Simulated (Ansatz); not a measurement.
# What NaB (Fm-3m) distorts into, part 2 of 2

Aim: this structure of NaB (Fm-3m) is to be tested for unstable modes, and one is followed downhill.

Ansatz 0.2.0; DFT PBEsol, scalar-relativistic, plane waves, PAW.

So far. Step 4 (The mode frozen in, largest atomic shift 0.6 Å): The run ends at a pressure of -2.30 GPa, with forces up to 0.66 eV/Å. Step 5 (Energy along the mode, all amplitudes (two of the runs …): The lowest of the steps tried is the last one, at 0.6 Å, 98.6 meV/atom below the parent; the bottom of the well need not coincide with a step.

## (7) The new phase in its own primitive cell (continued)

Step by step:

```
step  energy less that of the first step (eV)  largest force component (eV/Å)  pressure (GPa)  volume (Å³)
   1                                   0.0000                          0.1174           -0.11       132.41
   2                                  -0.0221                          0.1257           -0.13       130.32
   3                                   0.0299                          0.5896            1.13       123.42
   4                                  -0.0390                          0.0821           -0.13       127.74
   5                                  -0.0440                          0.0204            0.06       126.48
   6                                  -0.0445                          0.0012           -0.01       127.20
   7                                  -0.0446                          0.0020            0.04       127.04
   8                                  -0.0445                          0.0003           -0.01       127.14
   9                                  -0.0446                          0.0004            0.00       127.09
 10*                                  -0.0432                          0.0004           -0.01       127.09
  11                                  -0.0433                          0.0002            0.00       126.96
 12*                                  -0.0433                          0.0002            0.00       126.96
```

Relaxation steps marked * repeat the geometry before them on a plane-wave basis chosen anew for their cell, so energy and pressure can jump there. Relaxation steps 3, 7 were tried and not accepted.

Forces are held to the 8 operations that the run works with; a distortion that breaks them can't arise in this run.

```
conventional cell, symmetrised  before  after  change
                         a (Å)   8.012  7.957  -0.7 %
                         b (Å)  10.339  9.904  -4.2 %
                         c (Å)   3.197  3.222  +0.8 %
              volume (Å³/atom)   16.55  15.87  -4.1 %
```

The atoms that moved most (Å, as changes of fractional coordinates times the final cell):

```
atom      dx      dy     dz  length
 Na1  -0.017  -0.018  0.000   0.025
 Na2   0.017  -0.018  0.000   0.025
 Na3   0.017   0.018  0.000   0.025
 Na4  -0.017   0.018  0.000   0.025
  B7   0.003   0.012  0.000   0.012
  B8  -0.003   0.012  0.000   0.012
  B6  -0.003  -0.012  0.000   0.012
  B5   0.003  -0.012  0.000   0.012
```

This step gave:

```yaml
pressure: -1.72e-4 GPa
volume_per_atom: 15.87 Å³
```

The largest force component left is 0.17 meV/Å and the pressure is 0.000 GPa, within the tolerances set. The cell now holds 15.87 Å³/atom.

## (8) Modes of the new phase

A relaxed structure may still be a saddle point, so its zone-centre modes are computed. No field response is asked, since the mesh shows no gap.

Contents of input.yaml:

```yaml
crystal:
  lattice:
    - [-3.978570159, 4.9518086063, 1.6111100022]
    - [3.978570159, -4.9518086063, 1.6111100022]
    - [3.978570159, 4.9518086063, -1.6111100022]
  atoms:
    - { symbol: Na, position: [0.8627959158, 0.1763727295, 0.0391686452] }
    - { symbol: Na, position: [0.3627959158, 0.3236272705, 0.6864231863] }
    - { symbol: Na, position: [0.1372040842, 0.8236272705, 0.9608313548] }
    - { symbol: Na, position: [0.6372040842, 0.6763727295, 0.3135768137] }
    - { symbol: B, position: [0.6045895214, 0.0074687023, 0.6120582236] }
    - { symbol: B, position: [0.1045895214, 0.4925312977, 0.5971208191] }
    - { symbol: B, position: [0.8954104786, 0.5074687023, 0.4028791809] }
    - { symbol: B, position: [0.3954104786, 0.9925312977, 0.3879417764] }
kpoints:
  mp_grid: { grid: [12, 12, 12] }
hamiltonian:
  xc: pbesol
scf:
  occupations: { method: methfessel_paxton, width: 0.15 }
output:
  eigenvalues: true
phonons:
  method: dfpt
```

Started as:

```bash
$ ansatz run input.yaml --threads 4 --pin off --max-ram 7168MiB --backend cpu --events-out ev --progress --plain --runs-dir out
```

Run time: 12 min. Hardware: 4 threads of Intel Xeon Platinum 8488C (Sapphire Rapids), shared host; peak memory 4.8 GiB.

Numbers from this step:

```yaml
sum_rule_residual_before_enforcement: 7.07e-6 eV/Å²
point_group: mmm
highest_optical_mode_at_the_zone_centre_no_lo_to_term: 1320 cm⁻¹
lowest_optical_zone_centre_mode: -320.8 cm⁻¹
```

Patterns of degenerate modes are one choice out of their space. The modes at Γ (shares of kinetic energy by element, %) (negative means imaginary):

```
mode  frequency (cm⁻¹)  symmetry  Na %  B %
   1            -320.8       B3g     0  100
   2             -80.5       B1g    80   20
   3               0.0  acoustic    68   32
   4               0.0  acoustic    68   32
   5               0.0  acoustic    68   32
   6              46.6       B1u    32   68
   7              80.5       B2u    33   67
   8              97.2        Au   100    0
   9             106.1       B2g   100    0
  10             108.6       B3g   100    0
  11             131.7       B3u    87   13
  12             165.2        Ag    97    3
  13             170.1       B1g    92    8
  14             178.2       B2u    93    7
  15             184.5       B1g     5   95
  16             215.7       B3u    16   84
  17             233.1        Ag    99    1
  18             253.6       B3u    29   71
  19             262.7       B1g    23   77
  20             332.3       B2u     6   94
  21             372.6        Ag     1   99
  22             440.3        Ag     2   98
  23            1188.4       B2g     0  100
  24            1320.1        Au     0  100
```

Displacements in mode 1 (-320.8 cm⁻¹), the largest set to 1:
```
Na1  0.00  0.00 -0.01
Na2  0.00  0.00 -0.01
Na3  0.00  0.00  0.01
Na4  0.00  0.00  0.01
B5   0.00  0.00  1.00
B6   0.00  0.00  1.00
B7   0.00  0.00 -1.00
B8   0.00  0.00 -1.00
```

Displacements in mode 16 (215.7 cm⁻¹), the largest set to 1:
```
Na1  0.18 -0.27  0.00
Na2  0.18  0.27  0.00
Na3  0.18 -0.27  0.00
Na4  0.18  0.27  0.00
B5  -0.39  1.00  0.00
B6  -0.39 -1.00  0.00
B7  -0.39 -1.00  0.00
B8  -0.39  1.00  0.00
```

Before it was imposed, the acoustic sum rule was missed by 7.1e-6 eV/Å². Small misses are needed for a sound result but don't prove that mesh and cutoff are converged. The lowest optical mode is imaginary, 320.8i cm⁻¹, so the energy falls along it.

## (9) Summary of results

- unstable mode of the parent: q = (0.25, -0.5, -0.25), 174i cm⁻¹
- depth at the lowest point sampled: 98.6 meV/atom
- largest atomic shift at that point: 0.6 Å
- space group reached (within 0.01 Å): Ibam
- energy gained over the parent (first relaxation, on the mesh of the frozen mode): 1562 meV/atom
- volume per atom, phase reached: 15.9 Å³
- lowest optical zone-centre mode, phase reached: -321 cm⁻¹
- highest optical mode at the zone centre (no LO-TO term), phase reached: 1320 cm⁻¹

Along this mode the structure falls into Ibam, 1562 meV/atom below the parent. At the parent's cell the well is 98.61 meV/atom deep on the steps tried, with its lowest point at a shift of 0.6 Å. That is the last step tried, so the steps alone don't bracket the bottom of the well. Relaxing atoms and cell changes the gain by +1463.68 meV/atom against the lowest step (energies at zero smearing). Most of the total comes from this relaxation. The new phase still has an imaginary mode at the zone centre of its cell, so it is a saddle point on the way to a lower structure. Of the 4 patterns followed to their end from this parent, this one reaches the lowest energy. Each path keeps the symmetry of its pattern, so a lower phase may lie along a pattern not tried. With no gap, or one that is small against the smearing, the frequencies hang on the k mesh and the smearing, most of all near Kohn anomalies. The volume moved by more than a tenth on the k mesh of the start, so the energy gain is rough. A phonon run warned that its eigensolver left some bands unconverged in a pass.

[Logs are printed without paths, hosts, clocks, repeated set-up lines and the standing remarks that a program may print on its own settings, such as how far it seeks lower states.]

[Hosts, paths, dates, database ids (printed as entryN), source tags and the programs' standing remarks are cut or masked in the printed files.]
